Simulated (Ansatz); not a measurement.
## Be3CoN: relaxing a made-up structure

This structure for Be3CoN is made up. Its elements were placed in a known structure type with a cell scaled to their sizes. What cell does the guess relax to, and how far off was it?

Method: DFT, PBE, plane-wave PAW, files of the set soft_1, scalar-relativistic, ferromagnetic start, cell and ions relaxed at zero pressure; PAW set soft_1, in the first sound run; inputs show where later runs differ, in Ansatz 0.2.0.

**1. The structure**

Symmetry: Pm-3m, No. 221, cubic system. Conventional cell: a = 3.610 Å, b = 3.610 Å, c = 3.610 Å, α = 90.00°, β = 90.00°, γ = 90.00°. Nearest to Co lie 12 Be at 2.55 Å. Nearest to N lie 6 Be at 1.80 Å. Nearest to Be lie 2 N at 1.80 Å. Farther neighbours and most contacts between anions are not listed.

Structure file:

```
Co N Be
1.0
     3.61000    0.00000    0.00000
     0.00000    3.61000    0.00000
     0.00000    0.00000    3.61000
Co N Be
1 1 3
Direct
  0.50000 0.50000 0.50000
  0.00000 0.00000 0.00000
  0.00000 0.00000 0.50000
  0.00000 0.50000 0.00000
  0.50000 0.00000 0.00000
```

**2. Relaxing cell and atoms**

The guessed cell has no reason to be at equilibrium. It is relaxed with the atoms, within the space group of the guess.

input.yaml reads:

```yaml
crystal:
  lattice:
    - [3.61, 0.0, 0.0]
    - [0.0, 3.61, 0.0]
    - [0.0, 0.0, 3.61]
  atoms:
    - { symbol: Co, position: [0.5, 0.5, 0.5], spin: 2.0 }
    - { symbol: "N", position: [0.0, 0.0, 0.0] }
    - { symbol: Be, position: [0.0, 0.0, 0.5] }
    - { symbol: Be, position: [0.0, 0.5, 0.0] }
    - { symbol: Be, position: [0.5, 0.0, 0.0] }
magnetization:
  spin_polarized: true
kpoints:
  mp_grid: { grid: [7, 7, 7] }
scf:
  occupations: { method: fermi_dirac, width: 0.05 }
hamiltonian:
  xc: pbe
  pseudopotentials: { kind: paw, azcp: { folder: soft_1 } }
relax:
  f_tol: 0.015
  max_steps: 70
  cell: {}
output:
  forces: true
  stress: true
```

The run is started by

```bash
> ansatz run input.yaml --threads 4 --pin off --max-ram 8192MiB --backend cpu --events-out ev --progress --plain --runs-dir out
```

Numbers of over 12 decimals in the logs are rounded to 6 here.

The program printed:

```text
Engine: ansatz 0.2.0, x86_64-unknown-linux-gnu
Pseudopotentials: kind: paw
Pseudopotential: Co, paw, valence charge 17, recommended cutoff 420 eV (normal), soft_1/Co.paw.azcp
Pseudopotential: N, paw, valence charge 5, recommended cutoff 420 eV (normal), soft_1/N.paw.azcp
Pseudopotential: Be, paw, valence charge 2, recommended cutoff 420 eV (normal), soft_1/Be.paw.azcp
Functional definition: PBE
  parameter kappa = 0.804
  parameter beta = 0.066725
  exchange = pbe_x(kappa = kappa, mu = beta*pi^2/3)
  correlation = pbe_c(beta = beta)
Crystal: 5 atoms, lattice volume = 47.046 Å³
Basis set: ecut = 420 eV, 925 PW (Γ), exchange–correlation on 50×50×50 points (8 copies of the dense FFT grid, shifted against one another)
Bands: 20, of which v1, the nominal top of the filled ones, is band 14 counted from 1 (13 counted from 0)
Symmetry: 48 space group operations
Space group: Pm-3m (ITA 221), of the structure as read, at distance tolerance 3.6e-5 Å
Magnetic group: BNS 221.92 (UNI 1594), of the structure as read, at distance tolerance 3.6e-5 Å
k-points: 20 of 343
Non-local potential: Co, projectors of the file, l = 0: 3, l = 1: 2, l = 2: 3, l = 3: 1
Non-local potential: N, projectors of the file, l = 0: 2, l = 1: 2, l = 2: 1
Non-local potential: Be, projectors of the file, l = 0: 2, l = 1: 2, l = 2: 1
PAW form: soft (Blöchl's): semilocal exchange-correlation on the pseudo side does not see the compensation charge
PAW one-centre angular grid: Co, 590 points (default); XC on 64 Gauss nodes
PAW one-centre angular grid: N, 110 points (default); XC on 64 Gauss nodes
PAW one-centre angular grid: Be, 110 points (default); XC on 64 Gauss nodes
Initial density: superposition of atomic densities (chi_scale 0.1, normalization cell, long waves kept (reshape's long-wave potential 0.02 eV rms))
Starting moments: Σ|m| = 2 μB on 1 of 5 sites
Initial wavefunctions: pseudopotential atomic-orbital guess
Functional: x = pbe(κ = 0.804, μ = 0.219515), c = pbe(β = 0.066725)
SCF iter   1: F=—  HF=-5786.659448 eV  |F-HF|=—  |Δ(HF+E_count)|=         —  Δρ=1.22e-1 (↑6.83e-2 ↓1.22e-1)  dr2=1.31e1  dr2_m=3.79e-1  M=1.149 μB ∫|m|=1.619 μB  β_m=0.30  ethr=3.10e-3  ⟨swp⟩=5.6  Hψ=3520  notcnv=0
Mixer restart at iter 1: flushing history
preconditioner: auto → Kerker (q_TF=auto, 2.502 Å⁻¹)  [metal: Δε(μ)=0.010 eV  Ē_g=8.816 eV  σ=0.050 eV  W_gap=0.05  n_scr=18 (ndim 8)  ℏωp=24.2 eV  f_vac=0.000  D(μ)=5.44/eV (n_scr^D=80)]
spin=Collinear: Kerker preconditioning applied to the charge; magnetization (m = ρ↑ − ρ↓) channel mixes plain (no charge-response kernel on spin).
SCF iter   2: F=—  HF=-5787.813573 eV  |F-HF|=—  |Δ(HF+E_count)|=    1.15e0  Δρ=4.21e-2 (↑1.32e-2 ↓4.21e-2)  dr2=1.26e0  dr2_m=1.92e-1  M=1.178 μB ∫|m|=1.680 μB  β_m=0.35  ethr=3.10e-3  ⟨swp⟩=2.9  Hψ=2004  notcnv=0  defer=28
SCF iter   3: F=—  HF=-5787.942538 eV  |F-HF|=—  |Δ(HF+E_count)|=   1.29e-1  Δρ=3.81e-2 (↑1.05e-2 ↓3.81e-2)  dr2=1.01e0  dr2_m=1.68e-1  M=1.016 μB ∫|m|=1.614 μB  β_m=0.48  ethr=3.10e-3  ⟨swp⟩=2.0  Hψ=1302  notcnv=0  defer=30
SCF iter   4: F=—  HF=-5788.057947 eV  |F-HF|=—  |Δ(HF+E_count)|=   1.15e-1  Δρ=2.08e-2 (↑2.08e-2 ↓6.26e-3)  dr2=1.21e-1  dr2_m=3.77e-2  M=0.809 μB ∫|m|=1.458 μB  β_m=0.78  ethr=3.10e-3  ⟨swp⟩=2.4  Hψ=1263  notcnv=0  defer=30
SCF iter   5: F=—  HF=-5788.120454 eV  |F-HF|=—  |Δ(HF+E_count)|=         —  Δρ=1.56e-2 (↑1.56e-2 ↓3.55e-3)  dr2=9.27e-2  dr2_m=2.05e-2  M=0.739 μB ∫|m|=1.328 μB  β_m=0.78  ethr=4.32e-4  ⟨swp⟩=2.4  Hψ=1624  notcnv=0  defer=33
Mixer restart at iter 5: flushing history
SCF iter   6: F=—  HF=-5788.145845 eV  |F-HF|=—  |Δ(HF+E_count)|=   2.54e-2  Δρ=1.43e-2 (↑8.86e-3 ↓1.43e-2)  dr2=1.61e-1  dr2_m=3.42e-3  M=0.714 μB ∫|m|=1.301 μB  β_m=0.60  ethr=3.31e-4  ⟨swp⟩=2.6  Hψ=1606  notcnv=0  defer=33
SCF iter   7: F=—  HF=-5788.109414 eV  |F-HF|=—  |Δ(HF+E_count)|=   3.64e-2  Δρ=4.46e-3 (↑4.46e-3 ↓1.36e-3)  dr2=9.57e-3  dr2_m=1.35e-3  M=0.731 μB ∫|m|=1.313 μB  β_m=0.61  ethr=3.31e-4  ⟨swp⟩=2.4  Hψ=1824  notcnv=0  defer=33
SCF iter   8: F=—  HF=-5788.109267 eV  |F-HF|=—  |Δ(HF+E_count)|=   1.48e-4  Δρ=1.33e-3 (↑1.33e-3 ↓5.24e-4)  dr2=7.00e-4  dr2_m=2.50e-4  M=0.729 μB ∫|m|=1.304 μB  β_m=0.60  ethr=3.42e-5  ⟨swp⟩=2.5  Hψ=1262  notcnv=0  defer=33
SCF iter   9: F=—  HF=-5788.109146 eV  |F-HF|=—  |Δ(HF+E_count)|=   1.21e-4  Δρ=3.62e-4 (↑1.33e-4 ↓3.62e-4)  dr2=7.81e-5  dr2_m=1.57e-5  M=0.728 μB ∫|m|=1.300 μB  β_m=0.80  ethr=2.50e-6  ⟨swp⟩=2.3  Hψ=1182  notcnv=0  defer=33
SCF iter  10: F=—  HF=-5788.109144 eV  |F-HF|=—  |Δ(HF+E_count)|=   1.69e-6  Δρ=1.22e-4 (↑8.02e-5 ↓1.22e-4)  dr2=1.83e-5  dr2_m=2.09e-7  M=0.727 μB ∫|m|=1.297 μB  β_m=0.78  ethr=2.79e-7  ⟨swp⟩=2.3  Hψ=1104  notcnv=0  defer=33
SCF iter  11: F=—  HF=-5788.109142 eV  |F-HF|=—  |Δ(HF+E_count)|=   2.47e-6  Δρ=5.07e-5 (↑1.94e-5 ↓5.07e-5)  dr2=1.37e-6  dr2_m=1.39e-7  M=0.728 μB ∫|m|=1.298 μB  β_m=0.89  ethr=6.53e-8  ⟨swp⟩=2.0  Hψ=953  notcnv=0  defer=33
SCF iter  12: F=—  HF=-5788.109142 eV  |F-HF|=—  |Δ(HF+E_count)|=   6.46e-7  Δρ=2.62e-5 (↑6.00e-6 ↓2.62e-5)  dr2=2.59e-7  dr2_m=7.95e-8  M=0.728 μB ∫|m|=1.298 μB  β_m=0.94  ethr=4.89e-9  ⟨swp⟩=2.0  Hψ=959  notcnv=0  defer=33
SCF iter  13: F=—  HF=-5788.109142 eV  |F-HF|=—  |Δ(HF+E_count)|=   2.79e-8  Δρ=6.95e-6 (↑3.87e-6 ↓6.95e-6)  dr2=5.53e-9  dr2_m=1.21e-8  M=0.729 μB ∫|m|=1.298 μB  β_m=0.97  ethr=9.23e-10  ⟨swp⟩=2.0  Hψ=972  notcnv=0  defer=33
SCF iter  14: F=-5788.109142 eV  HF=-5788.109142 eV  |F-HF|=1.51e-10  |Δ(HF+E_count)|=   1.58e-9  Δρ=4.40e-7 (↑3.73e-7 ↓4.40e-7)  dr2=2.15e-10  dr2_m=6.93e-12  M=0.729 μB ∫|m|=1.298 μB  ethr=1.97e-11  ⟨swp⟩=1.2  Hψ=2232  notcnv=0
SCF 1 converged in 14 iterations: F = -5788.109142 eV  dr2 = 2.15e-10
  greatest PAW one-centre occupation: 1.001 electrons in one spin orbital (limit 2), on the Co atom at site 0 (counted from 0), in its partial waves of l = 1
relax step   1: F+E_penalty+E_count = -5788.10914241 eV  Δ(F+E_penalty+E_count) = +0.000e0 eV  max|allowed force component| = 2.047e-29 eV/Å  Δτ_max = 0.0000 Å  P = -16.080 GPa  Ω = 47.046 Å³  (14 SCF iters, dr2 threshold 1.00e-7 eV, accepted)
Crystal: 5 atoms, lattice volume = 43.514 Å³
Basis set: ecut = 420 eV, 847 PW (Γ), exchange–correlation on 50×50×50 points (8 copies of the dense FFT grid, shifted against one another)
Initial density: handed on by an earlier stage of this run
Starting moments: Σ|m| = 2 μB on 1 of 5 sites; this step starts from the density that it was given
Initial wavefunctions: those handed on with the density
iter 1 solved again at ethr=9.05e-5 eV; its pass at ethr=3.10e-3 eV (dr2=2.53e-2 eV) is discarded
[...]
SCF iter   6: F=—  HF=-5788.447191 eV  |F-HF|=—  |Δ(HF+E_count)|=   1.23e-3  Δρ=1.52e-3 (↑2.12e-4 ↓1.52e-3)  dr2=5.56e-4  dr2_m=2.47e-4  M=0.194 μB ∫|m|=0.498 μB  β_m=0.40  ethr=6.50e-7  ⟨swp⟩=2.4  Hψ=1469  notcnv=0  defer=35
SCF iter   7: F=—  HF=-5788.447121 eV  |F-HF|=—  |Δ(HF+E_count)|=   7.06e-5  Δρ=4.26e-4 (↑4.26e-4 ↓2.02e-4)  dr2=4.25e-5  dr2_m=3.13e-5  M=0.184 μB ∫|m|=0.468 μB  β_m=0.39  ethr=6.50e-7  ⟨swp⟩=2.5  Hψ=1399  notcnv=0  defer=35
SCF iter   8: F=—  HF=-5788.447148 eV  |F-HF|=—  |Δ(HF+E_count)|=   2.77e-5  Δρ=2.35e-4 (↑2.35e-4 ↓7.76e-5)  dr2=2.05e-5  dr2_m=7.41e-6  M=0.180 μB ∫|m|=0.456 μB  β_m=0.70  ethr=1.52e-7  ⟨swp⟩=2.2  Hψ=1192  notcnv=0  defer=35
SCF iter   9: F=—  HF=-5788.447187 eV  |F-HF|=—  |Δ(HF+E_count)|=   3.92e-5  Δρ=1.00e-4 (↑9.29e-5 ↓1.00e-4)  dr2=1.16e-5  dr2_m=8.31e-8  M=0.175 μB ∫|m|=0.440 μB  β_m=0.83  ethr=7.34e-8  ⟨swp⟩=2.5  Hψ=1356  notcnv=0  defer=35
SCF iter  10: F=—  HF=-5788.447192 eV  |F-HF|=—  |Δ(HF+E_count)|=   4.58e-6  Δρ=5.93e-5 (↑1.86e-5 ↓5.93e-5)  dr2=2.02e-6  dr2_m=1.68e-7  M=0.174 μB ∫|m|=0.439 μB  β_m=0.92  ethr=4.15e-8  ⟨swp⟩=2.1  Hψ=1002  notcnv=0  defer=35
SCF iter  11: F=—  HF=-5788.447192 eV  |F-HF|=—  |Δ(HF+E_count)|=   1.59e-7  Δρ=1.06e-5 (↑1.06e-5 ↓6.62e-6)  dr2=1.50e-8  dr2_m=2.66e-8  M=0.174 μB ∫|m|=0.440 μB  β_m=0.81  ethr=7.23e-9  ⟨swp⟩=2.0  Hψ=993  notcnv=0  defer=35
SCF iter  12: F=-5788.447192 eV  HF=-5788.447192 eV  |F-HF|=6.05e-8  |Δ(HF+E_count)|=   2.18e-8  Δρ=6.93e-6 (↑6.73e-6 ↓6.93e-6)  dr2=6.61e-8  dr2_m=1.79e-10  M=0.175 μB ∫|m|=0.440 μB  ethr=5.35e-11  ⟨swp⟩=1.7  Hψ=2285  notcnv=0
SCF 3 converged in 12 iterations: F = -5788.447192 eV  dr2 = 6.61e-8
relax step   3: F+E_penalty+E_count = -5788.44719216 eV  Δ(F+E_penalty+E_count) = -6.273e-2 eV  max|allowed force component| = 4.001e-29 eV/Å  Δτ_max = 0.0000 Å  P = +3.181 GPa  Ω = 40.286 Å³  energy of the carried Pulay correction = +6.601e-3 eV  (12 SCF iters, dr2 threshold 5.00e-7 eV, accepted)
[...]
relax step   4: F+E_penalty+E_count = -5788.45395586 eV  Δ(F+E_penalty+E_count) = -6.764e-3 eV  max|allowed force component| = 3.349e-30 eV/Å  Δτ_max = 0.0000 Å  P = +0.044 GPa  Ω = 41.048 Å³  energy of the carried Pulay correction = +5.806e-3 eV  (14 SCF iters, dr2 threshold 5.00e-7 eV, accepted)
[...]
relax step   5: F+E_penalty+E_count = -5788.45075909 eV  Δ(F+E_penalty+E_count) = +3.197e-3 eV  max|allowed force component| = 1.037e-29 eV/Å  Δτ_max = 0.0000 Å  P = -0.079 GPa  Ω = 41.048 Å³  stress off target by 7.90e-2 GPa  SCF on the basis re-selected at this cell (its energy is not comparable with the rows above)  (14 SCF iters)
[...]
relax step   6: F+E_penalty+E_count = -5788.45078398 eV  Δ(F+E_penalty+E_count) = -2.489e-5 eV  max|allowed force component| = 4.018e-29 eV/Å  Δτ_max = 0.0000 Å  P = -0.002 GPa  Ω = 41.028 Å³  energy of the carried Pulay correction = +1.996e-5 eV  (9 SCF iters, dr2 threshold 1.56e-8 eV, accepted)
iter 1 solved again at ethr=2.42e-8 eV; its pass at ethr=3.10e-3 eV (dr2=6.77e-6 eV) is discarded
SCF iter   1: F=—  HF=-5788.450778 eV  |F-HF|=—  |Δ(HF+E_count)|=         —  Δρ=5.68e-7 (↑5.68e-7 ↓3.32e-7)  dr2=2.38e-11  dr2_m=7.37e-11  M=0.202 μB ∫|m|=0.513 μB  β_m=0.65  ethr=2.42e-8  ⟨swp⟩=3.0  Hψ=5824  notcnv=0
eigensolver tolerance schedule: the retry pair's looser diagonalisation over-reported the residual by 284097.73 of it (diagonalisation noise at an unbounded share of the residual, at the tolerance the schedule requests for it); recorded, not acted on — ethr = c·dr2/N_el stays at c = 1.0e-1
preconditioner: auto → none  [metal: Δε(μ)=0.089 eV  Ē_g=9.528 eV  σ=0.050 eV  W_gap=0.42  n_scr=6 (ndim 8)  ℏωp=25.9 eV  f_vac=0.000  D(μ)=1.43/eV (n_scr^D=6)]
SCF iter   2: F=—  HF=-5788.450784 eV  |F-HF|=—  |Δ(HF+E_count)|=   5.83e-6  Δρ=5.84e-7 (↑1.16e-7 ↓5.84e-7)  dr2=8.44e-11  dr2_m=3.78e-11  M=0.202 μB ∫|m|=0.513 μB  β_m=0.30  ethr=1.00e-12  ⟨swp⟩=3.1  Hψ=1674  notcnv=0
SCF iter   3: F=—  HF=-5788.450784 eV  |F-HF|=—  |Δ(HF+E_count)|=  2.36e-11  Δρ=4.07e-7 (↑4.07e-7 ↓2.95e-7)  dr2=3.93e-12  dr2_m=4.60e-11  M=0.202 μB ∫|m|=0.513 μB  β_m=0.41  ethr=1.00e-12  ⟨swp⟩=2.0  Hψ=943  notcnv=0
SCF iter   4: F=—  HF=-5788.450784 eV  |F-HF|=—  |Δ(HF+E_count)|=  2.18e-11  Δρ=2.92e-7 (↑2.92e-7 ↓2.43e-7)  dr2=9.02e-11  dr2_m=2.60e-13  M=0.202 μB ∫|m|=0.513 μB  β_m=0.34  ethr=1.00e-12  ⟨swp⟩=1.8  Hψ=922  notcnv=0
SCF iter   5: F=-5788.450784 eV  HF=-5788.450784 eV  |F-HF|=3.73e-11  |Δ(HF+E_count)|=  1.09e-11  Δρ=1.89e-7 (↑1.56e-7 ↓1.89e-7)  dr2=3.59e-11  dr2_m=2.43e-13  M=0.202 μB ∫|m|=0.513 μB  ethr=1.00e-12  ⟨swp⟩=2.2  Hψ=2251  notcnv=0
SCF 7 converged in 5 iterations: F = -5788.450784 eV  dr2 = 3.59e-11
relax step   7: F+E_penalty+E_count = -5788.45078398 eV  Δ(F+E_penalty+E_count) = -2.465e-10 eV  max|allowed force component| = 6.061e-29 eV/Å  Δτ_max = 0.0000 Å  P = -0.002 GPa  Ω = 41.028 Å³  stress off target by 2.32e-3 GPa  SCF on the basis re-selected at this cell (its energy is not comparable with the rows above)  (5 SCF iters)
basis re-selected at this cell: Δ(F+E_penalty+E_count) = -2.465e-10 eV, ΔP = -0.001 GPa vs the last step (what re-selecting the basis moved, of the pressure what is left beyond the Pulay correction that the steps carried, after the strain that the cell walked since its last selection, with what the two solves' SCF thresholds leave and, on support functions, any second-order correction that the steps lacked; it is no  [...]
SCF converged after 5 iterations
Magnetization: 0.2016 μB (14.1008 up, 13.8992 down)
Absolute magnetization: 0.5127 μB (∫|ρ↑−ρ↓|, with the PAW one-centre terms)
Spin contamination: 0.0455 ħ² per cell (⟨S²⟩ above its minimum at these occupations)
Per-site moments (μB) at R_I (Å): [(0.353939, 1.006014), (-0.038625, 0.711359), (-0.00692691, 0.711359), (-0.00692691, 0.711359), (-0.00692691, 0.711359)]
Free energy (F): -5788.450784 eV
Harris-Foulkes:  -5788.450784 eV  (|F-HF|=3.73e-11)
Internal energy: -5788.438196 eV  (E = F + TS)
E sigma→0 (E₀):  -5788.444490 eV
Entropy (-TS):   -0.012588 eV (-2.518 meV/atom)
Fermi energy:    11.203959 eV
--- Per-component energies (eV) ---
  E_band       = -311.694175
  E_kinetic    = 490.126527
  E_local      = -3889.890240  (includes V_loc(G=0)·N_el)
  E_nonlocal   = 487.515532
  E_hartree    = 1724.523217
  E_xc         = -212.898373
  E_vxc        = -256.185418  (∫ρ·V_xc dr)
  E_paw        = -1883.108261  (= ΣΔE_a)
  E_vpaw       = -592.307372  (= ΣTr[D̂ρ^β])
  E_aug_tail   = 0.000862  (compensation charges beyond the density's cutoff)
  E_ewald      = -2504.707459
  E_smearing   = -0.012588  (= −TS)
  E_closure    = 0.000000  (closes the sum)
  Σ components = -5788.450784   (vs F -5788.450784, Δ=0.00e0)
--- Forces (eV/Å), atoms counted from 1 ---
  atom   1  Co    -0.00000000     0.00000000     0.00000000
  atom   2  N      0.00000000     0.00000000     0.00000000
  atom   3  Be    -0.00000000     0.00000000     0.00000000
  atom   4  Be     0.00000000     0.00000000    -0.00000000
  atom   5  Be     0.00000000    -0.00000000    -0.00000000
  max |Σ_I F_I| component: 7.56e-29 eV/Å
--- Stress (GPa, compression-positive) ---
       -0.002321       0.000000       0.000000
        0.000000      -0.002321       0.000000
        0.000000       0.000000      -0.002321
  P = ⅓ Tr σ = -0.0023 GPa (-0.023 kbar)
--- Relaxed structure (5 steps of the walk, 5 accepted, 2 SCFs on fresh bases) ---
  F+E_penalty+E_count = -5788.45078398 eV   max|allowed force component| = 6.061e-29 eV/Å   (the final SCF, on the basis selected at the relaxed cell)
  cell:  # Å, volume = 41.0284 Å³
    - [3.449014, 0, 0]
    - [0, 3.449014, 0]
    - [0, 0, 3.449014]
  atoms:
    - { symbol: Co, position: [0.500000, 0.500000, 0.500000] }
    - { symbol: N, position: [0, 0, 0] }
    - { symbol: Be, position: [0, 0, 0.500000] }
    - { symbol: Be, position: [0, 0.500000, 0] }
    - { symbol: Be, position: [0.500000, 0, 0] }
```

Wall time 5.1 s (4 threads of Intel Xeon Platinum 8488C (Sapphire Rapids), shared host); peak memory 0.46 GiB.

Step by step:

```
step  energy less that of the first step (eV)  largest force component (eV/Å)  pressure (GPa)  volume (Å³)
   1                                   0.0000                          0.0000          -16.08        47.05
   2                                  -0.2753                          0.0000           -8.31        43.51
   3                                  -0.3380                          0.0000            3.18        40.29
   4                                  -0.3448                          0.0000            0.04        41.05
  5*                                  -0.3416                          0.0000           -0.08        41.05
   6                                  -0.3416                          0.0000            0.00        41.03
  7*                                  -0.3416                          0.0000            0.00        41.03
```

Relaxation steps marked * repeat the geometry before them on a plane-wave basis chosen anew for their cell, so energy and pressure can jump there.

Forces are held to the 48 operations that the run works with; a distortion that breaks them can't arise in this run.

```
conventional cell, symmetrised  before  after   change
                         a (Å)   3.610  3.449   -4.5 %
                         b (Å)   3.610  3.449   -4.5 %
                         c (Å)   3.610  3.449   -4.5 %
              volume (Å³/atom)    9.41   8.21  -12.8 %
```

Final coordinates:

```xyz
5
Lattice="3.4490 0.0000 0.0000 0.0000 3.4490 0.0000 0.0000 0.0000 3.4490" Properties=species:S:1:pos:R:3 pbc="T T T"
Co    1.7245    1.7245    1.7245
N     0.0000    0.0000    0.0000
Be    0.0000    0.0000    1.7245
Be    0.0000    1.7245    0.0000
Be    1.7245    0.0000    0.0000
```

Numbers from this step:

```yaml
free_energy: -5788.4508 eV
energy_at_zero_smearing: -5788.4445 eV
smearing_term_ts: 0.01259 eV
fermi_energy: 11.20 eV
magnetization: 0.2016 μB
absolute_magnetization: 0.5127 μB
site_moments: 0.3539, -0.03862, -0.006927, -0.006927, -0.006927 μB
electrons: 28
symmetry_operations: 48
pressure: -0.002321 GPa
```

Site moment by atom:

```
atom  site moment (μB)
 Co1             0.354
  N2            -0.039
 Be3            -0.007
 Be4            -0.007
 Be5            -0.007
```

The shortest distance of each pair, which need not be the same contact before and after:

```
 pair  guess (Å)  relaxed (Å)
 Be–N      1.805        1.725
Be–Co      2.553        2.439
Be–Be      2.553        2.439
 Co–N      3.126        2.987
Co–Co      3.610        3.449
```

The relaxation ends with a pressure of 0.00 GPa.

(Continued in part 2 of 2.)

[Logs are printed without paths, hosts, clocks, repeated set-up lines and the standing remarks that a program may print on its own settings, such as how far it seeks lower states.]

[Hosts, paths, dates, database ids (printed as entryN), source tags and the programs' standing remarks are cut or masked in the printed files.]
